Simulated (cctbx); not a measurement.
# What is wrong with this refinement?

Cell a = 4.4870 Å, b = 4.4870 Å, c = 5.8740 Å, α = 90.00°, β = 90.00°, γ = 90.00°; space group P4/mmm (no. 123). The compound is CeMn2Pb2C.

Simulated single-crystal data (cctbx): synchrotron X-rays, λ = 0.6889 Å, to d = 0.84 Å, 95 % of the full sphere, strongest reflection 70000 counts, noise from counting, a 4 % proportional error and a noise floor of 2 counts (s.d.); no absorption, and some extinction, which the refinements don't model.

An anisotropic refinement with weights 1/σ² prints:

```text
Rint 0.033, 86 unique reflections to 0.84 A
cycle     R1     wR2    GooF  max shift (A)
   1  0.0247  0.0641   4.312   0.00066
   5  0.0154  0.0325   2.189   0.00001
final R1 0.0154 wR2 0.0325 GooF 2.188  parameters 10  data/parameter 8.6
atom        x        y        z      Ueq    occ   su(xyz)  su(Uiso or U11)
Pb1    0.50000  0.50000  0.78366   0.0163  1.000  0.00007  0.0003
Ce1    0.00000  0.00000  0.00000   0.0201  1.000  0.00000  0.0004
Mn1    0.50000  0.00000  0.50000   0.0269  1.000  0.00000  0.0009
F1     0.00000  0.00000  0.50000   0.3800  1.000  0.00000  0.0256
difference map: max 2.52 min -2.36 rms 0.27
Q1    0.0000  0.0000  0.5000    1    2.77  0.00 A from F1
Q2    0.5000  0.5000  0.2812    2    0.82  0.38 A from Pb1
Q3    0.5000  0.5000  0.0755    2    0.58  0.83 A from Pb1
Q4    0.0000  0.2484  0.0000    4    0.43  1.11 A from Ce1
Q5    0.1845  0.1845  0.0000    4    0.41  1.17 A from Ce1
Q6    0.2231  0.5000  0.2254    8    0.40  1.24 A from Pb1
```

**Question.** Can this result stand? If not, what is the likely fault?

Mend it. The fault: wrong element: F1 is C. Against the right model at the same level, R1 goes from 0.0103 to 0.0154 and GooF from 1.23 to 2.19, U of F1 swells from 0.0535 to 0.3800 Å² and the top difference peak, 2.8 e/Å³, lies on F1. F1 has 3 electrons too many and its U swells to shed them, as expected.

The compound is CeMn2Pb2C. The right model at the same level gives:

```text
Rint 0.033, 86 unique reflections to 0.84 A
cycle     R1     wR2    GooF  max shift (A)
   1  0.0107  0.0188   1.266   0.00006
   2  0.0103  0.0182   1.226   0.00000
final R1 0.0103 wR2 0.0182 GooF 1.226  parameters 10  data/parameter 8.6
atom        x        y        z      Ueq    occ   su(xyz)  su(Uiso or U11)
Pb1    0.50000  0.50000  0.78340   0.0167  1.000  0.00004  0.0002
Ce1    0.00000  0.00000  0.00000   0.0204  1.000  0.00000  0.0002
Mn1    0.50000  0.00000  0.50000   0.0275  1.000  0.00000  0.0005
C1     0.00000  0.00000  0.50000   0.0535  1.000  0.00000  0.0059
difference map: max 0.33 min -1.28 rms 0.23
Q1    0.5000  0.5000  0.5000    1    0.36  1.66 A from Pb1
Q2    0.2664  0.2664  0.0000    4    0.34  1.69 A from Ce1
Q3    0.2243  0.5000  0.2366    8    0.30  1.24 A from Pb1
Q4    0.0000  0.2444  0.0000    4    0.29  1.10 A from Ce1
Q5    0.2583  0.4097  0.3947   16    0.28  1.37 A from Mn1
Q6    0.0000  0.2564  0.5000    4    0.26  1.09 A from Mn1
```

This is a model crystal, built by substitution and not relaxed, with assumed displacement parameters.

[Middle refinement cycles are left out of these outputs.]

[Logs are printed without paths, hosts, clocks, repeated set-up lines and the standing remarks that a program may print on its own settings, such as how far it seeks lower states.]
